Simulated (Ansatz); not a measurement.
Rows from a G0W0 calculation on MoS2 (P6_3/mmc) (Ansatz 0.2.0; G0W0 on PBE, plane waves, PAW; 6×6×2 mesh, 848 empty bands, screening to 230 eV, plasmon pole), in eV. Spin-orbit coupling is left out.

The database entry behind the starting cell differs from later determinations by our own check (about 0.3 % long), so it need not match the best structure at ambient conditions.

```tsv
row	Σx	Σc	Vxc	Z
A	-19.74	0.41	-19.18	0.77
B	-13.79	-4.41	-18.52	0.78
C	-19.82	1.11	-18.54	0.77
D	-13.37	-3.96	-17.56	0.78
E	-18.70	0.90	-17.59	0.77
F	-14.53	-4.42	-19.30	0.77
```

**Question.** Which rows are filled states and which are empty ones, and how can one tell?

Filled: A, C and E. Empty: B, D and F. The sign of Σc tells: for a filled state bare exchange, which holds its interaction with itself, lies below Vxc (Σx − Vxc is -0.6 eV or lower here) and screening gives part back as a positive Σc. For an empty state Σx lies above Vxc (+4.2 eV or more) and the Coulomb hole leaves Σc negative.

[Paths, hosts, dates, memory and timing lines, banners, echoed tables and standing remarks are left out of the program output.]

[Logs are printed without paths, hosts, clocks, repeated set-up lines and the standing remarks that a program may print on its own settings, such as how far it seeks lower states.]

[Runs of the session that timed out or met a known fault of the program may be left out.]

[Cells called generated may have been cut or substituted from an entry of the Crystallography Open Database or the Materials Project.]

[Hosts, paths, dates, database ids (printed as entryN), source tags and the programs' standing remarks are cut or masked in the printed files.]
